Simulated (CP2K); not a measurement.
Two runs for the C K edge of 3-silylpyrrole. Run A: CP2K XAS_TDP, all-electron GAPW, PBEh(45%), aug-pc-1, TDA, no relativity. Run B differs in one setting.

First lines with a strength over 0.0015. A:

```tsv
atom	energy (eV)	states	strength, one atom
C2 (bonded to 2 C and Si)	281.59	1	0.0413
	283.57	1	0.0041
	283.75	1	0.0049
	284.00	1	0.0086
	284.20	1	0.0026
C3 (bonded to 2 C and H)	281.92	1	0.0547
	283.73	1	0.0060
	284.24	1	0.0039
	284.84	1	0.0051
	285.66	1	0.0041
C4 (bonded to C, N and H)	282.40	1	0.0544
	284.23	1	0.0101
	285.14	1	0.0030
	285.16	1	0.0016
	285.69	1	0.0017
C6 (bonded to C, N and H)	282.18	1	0.0550
	284.39	1	0.0103
	285.25	1	0.0026
	285.67	1	0.0016
	285.88	1	0.0015
```

B:

```tsv
atom	energy (eV)	states	strength, one atom
C2 (bonded to 2 C and Si)	286.50	1	0.0406
	288.47	1	0.0040
	288.66	1	0.0048
	288.90	1	0.0084
	289.11	1	0.0025
C3 (bonded to 2 C and H)	287.25	1	0.0537
	289.06	1	0.0058
	289.57	1	0.0038
	290.17	1	0.0050
	290.99	1	0.0041
C4 (bonded to C, N and H)	287.75	1	0.0534
	289.58	1	0.0099
	290.48	1	0.0030
	290.50	1	0.0016
	291.04	1	0.0017
C6 (bonded to C, N and H)	287.42	1	0.0540
	289.63	1	0.0101
	290.49	1	0.0026
	290.91	1	0.0015
	291.12	1	0.0015
```

**Question.** Which was it: scalar relativity switched on, GW2X switched on, the basis, the functional?

GW2X switched on. GW2X shifts an atom's lines together and keeps their spacings. Against PBEh(45%) in aug-pc-1, the leading lines move by +4.91 eV (C2, to 286.50), +5.33 eV (C3, to 287.25), +5.35 eV (C4, to 287.75) and +5.24 eV (C6, to 287.42).

[Banner, clock and machine lines of the logs are left out without a mark of their own.]

[Logs are printed without paths, hosts, clocks, repeated set-up lines and the standing remarks that a program may print on its own settings, such as how far it seeks lower states.]

[Hosts, paths, dates, database ids (printed as entryN), source tags and the programs' standing remarks are cut or masked in the printed files.]
